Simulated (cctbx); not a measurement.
## What is wrong with this refinement?

Cell a = 8.4120 Å, b = 10.2140 Å, c = 16.3070 Å, α = 90.00°, β = 90.59°, γ = 90.00°; space group C2/c (no. 15). The compound is RbTe7P2Au.

Simulated single-crystal data (cctbx): synchrotron X-rays, λ = 0.4959 Å, to d = 0.8 Å, 70 % of the full sphere, strongest reflection 5000 counts, noise from counting, a 3 % proportional error and a noise floor of 15 counts (s.d.); no absorption, and some extinction, which the refinements don't model.

An anisotropic refinement with weights 1/σ² prints:

```text
Rint 0.061, 1422 unique reflections to 0.80 A
cycle     R1     wR2    GooF  max shift (A)
   1  0.0916  0.1828   2.924   0.00548
   2  0.0849  0.1697   2.715   0.00000
final R1 0.0849 wR2 0.1697 GooF 2.715  parameters 43  data/parameter 33.1
atom        x        y        z      Ueq    occ   su(xyz)  su(Uiso or U11)
Au1    0.25000  0.75000  0.00000   0.0109  1.000  0.00000  0.0008
Te1    0.50000  0.69940  0.25000   0.0179  1.000  0.00034  0.0020
Te2    0.52968  0.70087  0.03405   0.0124  1.000  0.00027  0.0012
Te3    0.27682  0.91382  0.10841   0.0131  1.000  0.00028  0.0011
Te4    0.69641  0.97441  0.15919   0.0143  1.000  0.00028  0.0011
Rb1    0.50000  0.25734  0.25000   0.0190  1.000  0.00050  0.0021
difference map: max 32.10 min -3.33 rms 1.30
Q1    0.0140  0.3405  0.1386    8   34.41  2.08 A from Te4
Q2    0.0000  0.2255  0.2500    4    3.84  0.27 A from Te1
Q3    0.0229  0.0396  0.5578    8    3.41  2.27 A from Te2
Q4    0.1526  0.0516  0.3179    8    3.37  1.54 A from Te4
Q5    0.0147  0.1449  0.3394    8    3.33  1.56 A from Te1
Q6    0.1980  0.2205  0.4994    8    3.14  0.53 A from Au1
```

**Question.** Can this result stand? If not, what is the likely fault?

Mend it. The fault: an atom left out, P at (0.5143, 0.8404, 0.1385). Against the right model at the same level, R1 goes from 0.0312 to 0.0849 and GooF from 0.94 to 2.71 and the top difference peak, 34.4 e/Å³, lies 2.08 Å from Te4. Q1 is the missing atom. With scattering power missing, scale and phases suffer, so peaks may also grow on the heavy atoms.

The compound is RbTe7P2Au. The right model at the same level gives:

```text
Rint 0.061, 1422 unique reflections to 0.80 A
cycle     R1     wR2    GooF  max shift (A)
   1  0.0461  0.0862   1.384   0.00397
   2  0.0312  0.0586   0.940   0.00001
final R1 0.0312 wR2 0.0586 GooF 0.940  parameters 52  data/parameter 27.3
atom        x        y        z      Ueq    occ   su(xyz)  su(Uiso or U11)
Au1    0.25000  0.75000  0.00000   0.0117  1.000  0.00000  0.0003
Te1    0.50000  0.69982  0.25000   0.0179  1.000  0.00012  0.0007
Te2    0.52993  0.70088  0.03412   0.0126  1.000  0.00009  0.0004
Te3    0.27730  0.91420  0.10836   0.0143  1.000  0.00010  0.0004
Te4    0.69646  0.97445  0.15912   0.0145  1.000  0.00009  0.0004
Rb1    0.50000  0.25703  0.25000   0.0188  1.000  0.00017  0.0007
P1     0.51413  0.84051  0.13827   0.0267  1.000  0.00046  0.0018
difference map: max 2.95 min -2.91 rms 0.71
Q1    0.9940  0.1311  0.1575    8    3.02  1.66 A from Te1
Q2    0.0250  0.0455  0.5572    8    2.98  2.22 A from Te2
Q3    0.0367  0.1475  0.8494    8    2.93  1.91 A from Rb1
Q4    0.1552  0.4915  0.2449    8    2.71  1.46 A from Te4
Q5    0.2578  0.1370  0.4630    8    2.45  1.30 A from Au1
Q6    0.0412  0.0983  0.6180    8    2.43  2.00 A from Te3
```

This is a model crystal, built by substitution and not relaxed, with assumed displacement parameters.

[Middle refinement cycles are left out of these outputs.]

[Logs are printed without paths, hosts, clocks, repeated set-up lines and the standing remarks that a program may print on its own settings, such as how far it seeks lower states.]
